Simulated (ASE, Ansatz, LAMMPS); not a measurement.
## (8,8) carbon nanotube in a second wall (252 atoms): support functions against a reference

Aim: test how closely localised support functions follow the reference on (8,8) carbon nanotube in a second wall (252 atoms), and at what cost. A setting counts as converged where the r.m.s. difference of forces stays under 1 % of the r.m.s. force.

Program: Ansatz 0.2.0. Level of theory: Kohn-Sham DFT, r2SCAN+D4, PAW (set soft_2), plane waves. Results are calculated unless marked as measured.

**1. The structure**

The cell holds 252 atoms: 252 C. Cell: a = 27.574 Å, b = 27.617 Å, c = 7.267 Å, α = 90.0°, β = 90.0°, γ = 90.0°. It derives from C (graphene). Graphene sheet (a = 2.46 Å) rolled into a (8,8) tube of diameter 10.85 Å inside an (13, 13) tube, 3 periods, 10 Å of vacuum; minimised with a classical potential (one cell length free). Regions: inner wall, 96 atoms (96 C); outer wall, 156 atoms (156 C). Vacuum lies along a and b. The structure repeats along c.

Before any run, some limits are plain. Beside vacuum, support functions can miss their usual error bounds without a warning. Only the Γ point is sampled, in a cell whose periodic width is 7 Å.

**2. The classical run that made the cell**

A minimisation with a classical potential prepares the built cell.

This step: classical potential: AIREBO (Stuart, Tutein and Harrison, J. Chem. Phys. 112, 6472 (2000)) (LAMMPS stable Jul 2025 - Update 4).

Contents of in.lammps:

```
units metal
atom_style atomic
boundary p p p
atom_modify map array
read_data structure.data
pair_style airebo 3.0 1 1
pair_coeff * * CH.airebo C
thermo_style custom step temp pe press lx ly lz fmax
thermo 200
min_style cg
minimize 0 1e-4 3000 30000
fix box all box/relax z 0.0 vmax 0.001
minimize 0 1e-4 3000 30000
unfix box
minimize 0 1e-4 2000 20000
write_data relaxed.data nocoeff
```

Started as:

```
> lmp -in in.lammps -log log.lammps -screen none -nocite
```

Numbers of over 12 decimals in the logs are rounded to 6 here.

The log of the run:

```text
LAMMPS (22 Jul 2025 - Update 4)
  252 atoms
   Step          Temp          PotEng         Press            Lx             Ly             Lz            Fmax     
         0   0             -1867.1102     -46135.988      27.574325      27.617199      7.38           0.19859476   
        71   0             -1869.3605     -17358.835      27.574325      27.617199      7.38           6.405881e-06 
Loop time of 1.26321 on 1 procs for 71 steps with 252 atoms
Minimization stats:
  Stopping criterion = force tolerance
  Energy initial, next-to-last, final = 
     -1867.11021792088  -1869.36045526903  -1869.36045526915
  Force two-norm initial, final = 2.4859488 6.0131349e-05
[... 15 lines left out ...]
  Iterations, force evaluations = 633 1253
   Step          Temp          PotEng         Press            Lx             Ly             Lz            Fmax     
       704   0             -1870.7638      0.26976152     27.574325      27.617199      7.2668776      1.0031441e-05
       705   0             -1870.7638      0.26563962     27.574325      27.617199      7.2668776      7.8339757e-06
Loop time of 0.0293057 on 1 procs for 1 steps with 252 atoms
Minimization stats:
  Stopping criterion = force tolerance
  Energy initial, next-to-last, final = 
     -1870.76379909429  -1870.76379909429  -1870.76379909433
  Force two-norm initial, final = 7.107693e-05 6.597122e-05
  Force max component initial, final = 1.0031441e-05 7.8339757e-06
  Iterations, force evaluations = 1 2
```

The job ended after 11 s (1 thread of Intel Xeon at 2.80GHz (Skylake/Cascade Lake), shared host).

**3. Plane-wave single point**

The first run fixes the reference, at a cutoff of 500 eV.

Contents of input.yaml:

```yaml
crystal:
  lattice:
    - [27.57432, 0.0, 0.0]
    - [0.0, 27.6172, 0.0]
    - [0.0, 0.0, 7.26688]
  atoms:
    - { symbol: C, position: [0.69237, 0.52531, 0.17445] }
    - { symbol: C, position: [0.68743, 0.55012, 0.00778] }
    - { symbol: C, position: [0.66808, 0.59692, 0.00778] }
    - { symbol: C, position: [0.654, 0.61795, 0.17445] }
    - { symbol: C, position: [0.61811, 0.65372, 0.17445] }
    - { symbol: C, position: [0.59705, 0.66777, 0.00778] }
    - { symbol: C, position: [0.5502, 0.68713, 0.00778] }
    - { symbol: C, position: [0.52535, 0.69207, 0.17445] }
    - { symbol: C, position: [0.47464, 0.69212, 0.17445] }
    - { symbol: C, position: [0.44979, 0.68718, 0.34112] }
    - { symbol: C, position: [0.40296, 0.66778, 0.00778] }
    - { symbol: C, position: [0.38189, 0.65373, 0.17445] }
    - { symbol: C, position: [0.34605, 0.61792, 0.17445] }
    - { symbol: C, position: [0.33197, 0.59688, 0.34112] }
    - { symbol: C, position: [0.31253, 0.55013, 0.00778] }
    - { symbol: C, position: [0.3076, 0.52531, 0.17445] }
    - { symbol: C, position: [0.3076, 0.47469, 0.17445] }
    - { symbol: C, position: [0.31253, 0.44987, 0.00778] }
    - { symbol: C, position: [0.33197, 0.40312, 0.00778] }
    - { symbol: C, position: [0.34605, 0.38208, 0.17445] }
    - { symbol: C, position: [0.38189, 0.34627, 0.17445] }
    - { symbol: C, position: [0.40296, 0.33222, 0.00778] }
    - { symbol: C, position: [0.44979, 0.31282, 0.34112] }
    - { symbol: C, position: [0.47464, 0.30788, 0.17445] }
    - { symbol: C, position: [0.52535, 0.30793, 0.17445] }
    - { symbol: C, position: [0.5502, 0.31287, 0.00778] }
    - { symbol: C, position: [0.59705, 0.33223, 0.34112] }
    - { symbol: C, position: [0.61811, 0.34628, 0.17445] }
    - { symbol: C, position: [0.654, 0.38205, 0.17445] }
    - { symbol: C, position: [0.66808, 0.40308, 0.00778] }
    - { symbol: C, position: [0.68743, 0.44988, 0.34112] }
    - { symbol: C, position: [0.69237, 0.47469, 0.17445] }
    [... 214 atom lines left out ...]
    - { symbol: C, position: [0.75189, 0.31101, 0.67445] }
    - { symbol: C, position: [0.76632, 0.33186, 0.84112] }
    - { symbol: C, position: [0.78989, 0.37672, 0.84112] }
    - { symbol: C, position: [0.79898, 0.40038, 0.67445] }
    - { symbol: C, position: [0.81133, 0.44952, 0.67445] }
    - { symbol: C, position: [0.81445, 0.47467, 0.84112] }
kpoints:
  mp_grid: { grid: [1, 1, 1] }
hamiltonian:
  xc: r2scan
  dispersion: d4
scf:
  occupations: { method: gaussian, width: 0.025 }
output:
  forces: true
  populations: true
  dos:
    method: { smearing: { sigma: 0.08 } }
    de: 0.1
    projected: { site_lists: { C: [C] } }
  eigenvalues: true
  write_density: true
  write_potential: true
  volumetric_format: npy
```

Started as:

```
> ansatz run input.yaml --threads 8 --pin off --max-ram 15872MiB --backend cpu --events-out ev --progress --plain --runs-dir out
```

The log of the run:

```text
Warning: the atoms were moved onto the symmetric positions of the space group found under crystal.symmetry.tolerance 1.0e-5 (fractional; no operation is sought that the atoms, as they stand in a round, miss by more than twice it, and no atom is moved by as much as it), and the run uses the moved positions. [...]
Engine: ansatz 0.2.0, aarch64-unknown-linux-gnu
Pseudopotentials: kind: paw
Pseudopotential: C, paw, valence charge 4, recommended cutoff 500 eV (meta_gga), C.paw.azcp
Functional definition: r2SCAN
  parameter k0 = 0.174
  parameter k1 = 0.065
  parameter a1 = 4.9479
  exchange = r2scan_x(k0 = k0, k1 = k1, a1 = a1)
  correlation = r2scan_c
Crystal: 252 atoms, lattice volume = 5533.915 Å³
Basis set: ecut = 500 eV, 140419 PW (Γ), exchange–correlation on 864×864×216 points (64 copies of the dense FFT grid, shifted against one another)
Bands: 756, of which v1, the nominal top of the filled ones, is band 504 counted from 1 (503 counted from 0)
Symmetry: 12 space group operations
Space group: Pmm2 (ITA 25), of the structure as read, at distance tolerance 1.8e-4 Å
k-points: 1
Non-local potential: C, projectors of the file, l = 0: 2, l = 1: 2, l = 2: 1
PAW form: soft (Blöchl's): semilocal exchange-correlation on the pseudo side does not see the compensation charge
PAW frozen core: C, regenerated for the run's functional (the file was generated under x = pbe(κ = 0.804, μ = 0.219515), c = pbe(β = 0.066725))
PAW one-centre angular grid: C, 302 points (default); XC on 239 of its mesh's 2573 points in the sphere
Initial density: superposition of atomic densities (neutral atoms: chi_scale 0, normalization atom), corrected by the library's trained network
Initial wavefunctions: pseudopotential atomic-orbital guess
Functional: x = r2scan, c = r2scan; τ floored in thin density (d = 2e-4 eV/Å³)
SCF iter   1: F=—  HF=-63395.292479 eV  |F-HF|=—  |Δ(HF+E_count)|=         —  Δρ=5.97e-3  dr2=7.67e0  dr2_τ=5.94e1  ethr=1.77e-3  ⟨swp⟩=9.0  Hψ=4291  notcnv=0  defer=188
preconditioner: auto → Resta (q_TF=auto, 2.054 Å⁻¹)  ε∞=2.0  [insulator: Δε(μ)=0.243 eV  Ē_g=15.848 eV  σ=0.025 eV  W_gap=1.00  n_scr=816 (ndim 8)  ℏωp=15.8 eV  f_vac=0.596  D(μ)=0.00/eV (n_scr^D=0)  ε∞_Penn≈2.0  vacuum switching on, ρ_ref=1.8e-2 e/Å³]
SCF iter   2: F=—  HF=-63403.715228 eV  |F-HF|=—  |Δ(HF+E_count)|=    8.42e0  Δρ=6.74e-3  dr2=2.30e1  dr2_τ=2.56e-1  ethr=7.61e-4  ⟨swp⟩=2.0  Hψ=1214  notcnv=0  defer=244  recentre
SCF iter   3: F=—  HF=-63399.906597 eV  |F-HF|=—  |Δ(HF+E_count)|=    3.81e0  Δρ=4.27e-3  dr2=7.91e-1  dr2_τ=2.26e-2  ethr=7.61e-4  ⟨swp⟩=2.0  Hψ=1678  notcnv=0  defer=248
SCF iter   4: F=—  HF=-63400.636693 eV  |F-HF|=—  |Δ(HF+E_count)|=   7.30e-1  Δρ=4.07e-3  dr2=7.45e0  dr2_τ=6.74e-2  ethr=7.85e-5  ⟨swp⟩=2.0  Hψ=741  notcnv=0  defer=248  recentre
SCF iter   5: F=—  HF=-63400.152103 eV  |F-HF|=—  |Δ(HF+E_count)|=   4.85e-1  Δρ=2.20e-3  dr2=2.45e0  dr2_τ=2.16e-2  ethr=7.85e-5  ⟨swp⟩=2.0  Hψ=1107  notcnv=0  defer=244
SCF iter   6: F=—  HF=-63400.473734 eV  |F-HF|=—  |Δ(HF+E_count)|=   3.22e-1  Δρ=2.58e-3  dr2=5.11e0  dr2_τ=1.88e-2  ethr=7.85e-5  ⟨swp⟩=2.0  Hψ=553  notcnv=0  defer=244
SCF iter   7: F=—  HF=-63400.230784 eV  |F-HF|=—  |Δ(HF+E_count)|=   2.43e-1  Δρ=1.97e-3  dr2=2.69e0  dr2_τ=1.02e-2  ethr=7.85e-5  ⟨swp⟩=2.0  Hψ=553  notcnv=0  defer=244
SCF iter   8: F=—  HF=-63400.111967 eV  |F-HF|=—  |Δ(HF+E_count)|=   1.19e-1  Δρ=1.89e-3  dr2=2.36e0  dr2_τ=1.61e-2  ethr=7.85e-5  ⟨swp⟩=2.0  Hψ=873  notcnv=0  defer=244
SCF iter   9: F=—  HF=-63400.081905 eV  |F-HF|=—  |Δ(HF+E_count)|=   3.01e-2  Δρ=7.49e-4  dr2=3.83e-1  dr2_τ=1.17e-2  ethr=7.85e-5  ⟨swp⟩=1.0  Hψ=512  notcnv=0  defer=244
SCF iter  10: F=—  HF=-63400.079065 eV  |F-HF|=—  |Δ(HF+E_count)|=   2.84e-3  Δρ=5.76e-4  dr2=2.24e-1  dr2_τ=8.58e-5  ethr=3.80e-5  ⟨swp⟩=1.0  Hψ=512  notcnv=0  defer=244
SCF iter  11: F=—  HF=-63400.077071 eV  |F-HF|=—  |Δ(HF+E_count)|=   1.99e-3  Δρ=4.40e-4  dr2=1.26e-1  dr2_τ=1.67e-3  ethr=2.22e-5  ⟨swp⟩=1.0  Hψ=512  notcnv=0  defer=244
SCF iter  12: F=—  HF=-63400.075906 eV  |F-HF|=—  |Δ(HF+E_count)|=   1.17e-3  Δρ=2.70e-4  dr2=4.72e-2  dr2_τ=2.11e-5  ethr=1.25e-5  ⟨swp⟩=1.0  Hψ=512  notcnv=0  defer=244
SCF iter  13: F=—  HF=-63400.075314 eV  |F-HF|=—  |Δ(HF+E_count)|=   5.91e-4  Δρ=4.36e-5  dr2=1.11e-3  dr2_τ=1.03e-5  ethr=4.68e-6  ⟨swp⟩=1.0  Hψ=512  notcnv=0  defer=244
SCF iter  14: F=—  HF=-63400.075329 eV  |F-HF|=—  |Δ(HF+E_count)|=   1.47e-5  Δρ=5.42e-5  dr2=1.85e-3  dr2_τ=1.63e-5  ethr=1.10e-7  ⟨swp⟩=2.0  Hψ=760  notcnv=0  defer=244
SCF iter  15: F=—  HF=-63400.075349 eV  |F-HF|=—  |Δ(HF+E_count)|=   1.99e-5  Δρ=5.33e-5  dr2=1.83e-3  dr2_τ=6.54e-6  ethr=1.10e-7  ⟨swp⟩=1.0  Hψ=512  notcnv=0  defer=244
SCF iter  16: F=—  HF=-63400.075300 eV  |F-HF|=—  |Δ(HF+E_count)|=   4.85e-5  Δρ=7.32e-6  dr2=6.47e-5  dr2_τ=1.86e-7  ethr=1.10e-7  ⟨swp⟩=1.0  Hψ=512  notcnv=0  defer=244
SCF iter  17: F=—  HF=-63400.081132 eV  |F-HF|=—  |Δ(HF+E_count)|=   5.83e-3  Δρ=1.95e-6  dr2=1.23e-6  dr2_τ=2.05e-8  ethr=6.42e-9  ⟨swp⟩=2.0  Hψ=876  notcnv=0  defer=244
SCF iter  18: F=-63400.081132 eV  HF=-63400.081132 eV  |F-HF|=1.74e-7  |Δ(HF+E_count)|=   1.20e-7  Δρ=1.31e-6  dr2=8.97e-8  dr2_τ=2.58e-9  ethr=9.92e-12  ⟨swp⟩=33.0  Hψ=10022  notcnv=0
SCF 1 converged in 18 iterations: F = -63400.081132 eV  dr2 = 8.97e-8
  greatest PAW one-centre occupation: 0.694 electrons in one spin orbital (limit 2), on the C atom at site 199 (counted from 0), in its partial waves of l = 0
WARN: The output density's exchange-correlation potential varies sharply where the density is thin. Do not read a vacuum level from v_tot or v_xc, or from such a field of the output density. On a cell that repeats whose density bears no net charge and no dipole along the vacuum's axis use v_es (v_loc + v_h of the components); [...]
SCF converged after 18 iterations
Free energy (F): -63400.081132 eV
Harris-Foulkes:  -63400.081132 eV  (|F-HF|=1.74e-7)
Internal energy: -63400.031202 eV  (E = F + TS)
E sigma→0 (E₀):  -63400.056167 eV
Entropy (-TS):   -0.049930 eV (-0.198 meV/atom)
Fermi energy:    0.382792 eV
--- Per-component energies (eV) ---
  E_band       = -9743.696346
  E_kinetic    = 23271.848332
  E_local      = -568094.145089  (includes V_loc(G=0)·N_el)
  E_nonlocal   = 6867.712076
  E_hartree    = 272813.488096
  E_xc         = -11976.247344
  E_vxc        = -16599.788391  (∫ρ·V_xc dr)
  E_paw        = -25459.345566  (= ΣΔE_a)
  E_vpaw       = -1749.816182  (= ΣTr[D̂ρ^β])
  E_aug_tail   = 0.001420  (compensation charges beyond the density's cutoff)
  E_vtau       = 933.550425  (kinetic-family band-sum trace: ∫τ·v_τ [+ j·A + Jᵃ·Aᵃ] dr)
  E_ewald      = 239197.263003
  E_disp       = -14.363150  (pairwise vdW)
  E_core_change = -6.242982  (= ΣΔE_core)
  E_smearing   = -0.049930  (= −TS)
  E_closure    = 0.000000  (closes the sum)
  Σ components = -63400.081132   (vs F -63400.081132, Δ=0.00e0)
--- Forces (eV/Å), atoms counted from 1 ---
  atom   1  C      0.19812499     0.07036251    -0.00000000
  atom   2  C      0.25758417     0.03222594    -0.00000000
  atom   3  C      0.13842253     0.14907147    -0.00000000
  atom   4  C      0.21012292     0.07882315    -0.00000000
  atom   5  C      0.12917732     0.23082830    -0.00000000
  atom   6  C      0.12725930     0.15212854    -0.00000000
  atom   7  C      0.01806118     0.21862475    -0.00000000
  atom   8  C      0.06286379     0.23883218    -0.00000000
  atom   9  C     -0.07596097     0.17767126     0.00000000
  atom  10  C      0.01533197     0.24485371    -0.00000000
  atom  11  C     -0.18789216     0.19337951     0.00000000
  atom  12  C     -0.07962871     0.17499650     0.00000000
  atom  13  C     -0.20061986     0.10500374     0.00000000
  atom  14  C     -0.18259976     0.15711926     0.00000000
[...]
atom 251  C      0.26456129     0.46603199    -0.00000000
  atom 252  C      0.09615832    -0.54684905    -0.00000000
  max |Σ_I F_I| component: 5.08e-5 eV/Å
--- Band table (eV) ---
  k-point 0: bands = ["-21.1521", "-21.0546", "-21.0545", "-20.9018", [... 740 levels ...], "8.7752", "8.7886", "8.7970", "8.8016", "8.8016", "8.8119", "8.8119", "8.8482", "8.8482", "8.8599", "8.8599", "8.8619"]
--- Löwdin populations: 252 sites ---
  site symbol       q [e]
     0      C      3.9621
     1      C      3.9630
     2      C      3.9615
[...]
251      C      3.9575
  spilling = 0.010033 (of n_electrons = 1008.000000)
```

It took 6.2 min on 8 threads of Arm Neoverse V1, shared host; peak memory 14 GiB.

The program notes that it cut back its work space to fit the memory limit, positions were snapped to a detected symmetry and the exchange-correlation potential is rough where the density is thin. Further notices: published levels not confirmed.

Numbers from this run:

```yaml
free_energy: -63400.0811 eV
free_energy_per_atom: -251.5876 eV/atom
scf_cycles: 18
r_m_s_force_component: 0.2379 eV/Å
longest_force: 0.575 eV/Å
fermi_energy: 0.3828 eV
levels_partly_filled_by_over_2_per_cent: 4
spilling_of_the_projection: 0.01003
```

Length of the force by element:

```
element  coordination  atoms  mean length of the force (eV/Å)  spread  least   most
      C           all    252                            0.390   0.134  0.191  0.575
```

The mean of these charges, 0.040 e, is only the charge that the projection spills.

Löwdin charges by element (they lack the spilled electrons, 0.040 e an atom on average):

```
element  coordination  atoms  mean charge (e)  spread  least    most
      C           all    252           0.0401  0.0022  0.037  0.0435
```

By region:

```
    region  atoms  mean length of the force (eV/Å)
inner wall     96                            0.228
outer wall    156                            0.489
```

States in the cell by windows of 1 eV, zero at the Fermi level; the larger projections on atomic orbitals stand beside the total:

```
from (eV)  to (eV)  total    C p   C s
      -18      -17   32.6   13.7  18.4
      -17      -16   35.1   15.8  18.8
      -16      -15   21.9   10.1  11.6
      -15      -14   26.8   14.5  12.0
      -14      -13   50.6   30.5  19.7
      -13      -12   41.9   28.6  12.9
      -12      -11   57.2   46.3  10.1
      -11      -10   45.2   35.0   9.8
      -10       -9   57.8   48.4   8.7
       -9       -8   54.8   48.1   6.0
       -8       -7   57.1   54.5   1.9
       -7       -6  134.8  131.5   2.4
       -6       -5   69.0   67.9   0.7
       -5       -4   66.9   66.0   0.6
       -4       -3   60.2   59.8   0.2
       -3       -2   31.9   31.7   0.0
       -2       -1   16.1   16.0   0.0
       -1        0   17.1   17.0   0.0
        0        1   20.5   20.2   0.0
        1        2   30.4   29.4   0.0
        2        3   30.9   29.3   0.1
        3        4   40.0   26.2   0.4
        4        5   54.2   26.9   0.9
```

The curve was stored every 0.100 eV, coarse against its broadening of 0.08 eV, so these counts are rough.

Between -22 and -18 eV lie 132 more states.

The levels nearest the highest filled one (over half full), pooled over k-points and spins:

```
level less the highest filled one (eV)  occupation
                                -0.714           2
                                -0.714           2
                                -0.395           2
                                -0.395           2
                                     0        1.38
                                     0        1.38
                                0.0175       0.621
                                0.0175       0.621
                                 0.104           0
                                 0.104           0
                                 0.576           0
                                 0.576           0
```

Electrostatic potential energy in the ca plane at fractional y = 0.191, with atoms of C within 0.2 Å of it. With pseudopotentials it is smooth inside the atoms' cores, unlike the true potential.

Ten even steps from '_' (-50 eV) to '@' (5 eV), each cell a mean:
```
@@@@@@@@@@@@@@@@@@@@@@@@@@@@@@@@@@@@@@@@@@
@@@@@@@@@@@@@@@@@@@@@@@@@@@@@@@@@@@@@@@@@@
@@@@@@@@@@@@@@@@@@@@@@@@@@@@@@@@@@@@@@@@@@
@@@@@@@@@@@@@@@@@@@@@@@@@@@@@@@@@@@@@@@@@@
@@@@@@@@@@@@@@@@@@@@@@@@@@@@@@@@@@@@@@@@@@
@@@@@@@@@@@@@@@@@@@@@@@@@@@@@@@@@@@@@@@@@@
@@@@@@@@@@@@@@@@@@@@@@@@@@@@@@@@@@@@@@@@@@
@@@@@@@@@@@@@@@@@@@@@@@@@@@@@@@@@@@@@@@@@@
####%%@@@@@@%%####%%@@@@@@%%####%%@@@@@@%%
__::########==__::########==__::########==
**##++____--##**##++____--##**##++____--##
++**++____==**++**++____==**++**++____==**
__::##%%%%##--__::##%%%%##--__::##%%%%##--
____++----++::____++----++::____++----++::
@@@@##==--**%%@@@@##==--**%%@@@@##==--**%%
@@@@@@%%%%%%@@@@@@@@%%%%%%@@@@@@@@%%%%%%@@
@@@@@@@@@@@@@@@@@@@@@@@@@@@@@@@@@@@@@@@@@@
@@@@@@@@@@@@@@@@@@@@@@@@@@@@@@@@@@@@@@@@@@
@@@@@@@@@@@@@@@@@@@@@@@@@@@@@@@@@@@@@@@@@@
@@@@@@@@@@@@@@@@@@@@@@@@@@@@@@@@@@@@@@@@@@
@@@@@@@@@@@@@@@@@@@@@@@@@@@@@@@@@@@@@@@@@@
@@@@@@@@@@@@@@@@@@@@@@@@@@@@@@@@@@@@@@@@@@
@@@@@@@@@@@@@@@@@@@@@@@@@@@@@@@@@@@@@@@@@@
@@@@@@@@@@@@@@@@@@@@@@@@@@@@@@@@@@@@@@@@@@
```
Columns run along c (7.3 Å; values clipped at the 3rd and 97th percentile), rows up along a (27.6 Å). Atoms in or near the plane, at fractional coordinates: C at (0.17, 0.41), C at (0.01, 0.44), C at (0.01, 0.49), C at (0.17, 0.51), C at (0.17, 0.56), C at (0.01, 0.59), C at (0.51, 0.41), C at (0.34, 0.44), C at (0.34, 0.49), C at (0.51, 0.51), C at (0.51, 0.56), C at (0.34, 0.59), C at (0.84, 0.41), C at (0.67, 0.44) and more.

(Part 1 of 2 ends here.)

[Logs are printed without paths, hosts, clocks, repeated set-up lines and the standing remarks that a program may print on its own settings, such as how far it seeks lower states.]

[Hosts, paths, dates, database ids (printed as entryN), source tags and the programs' standing remarks are cut or masked in the printed files.]
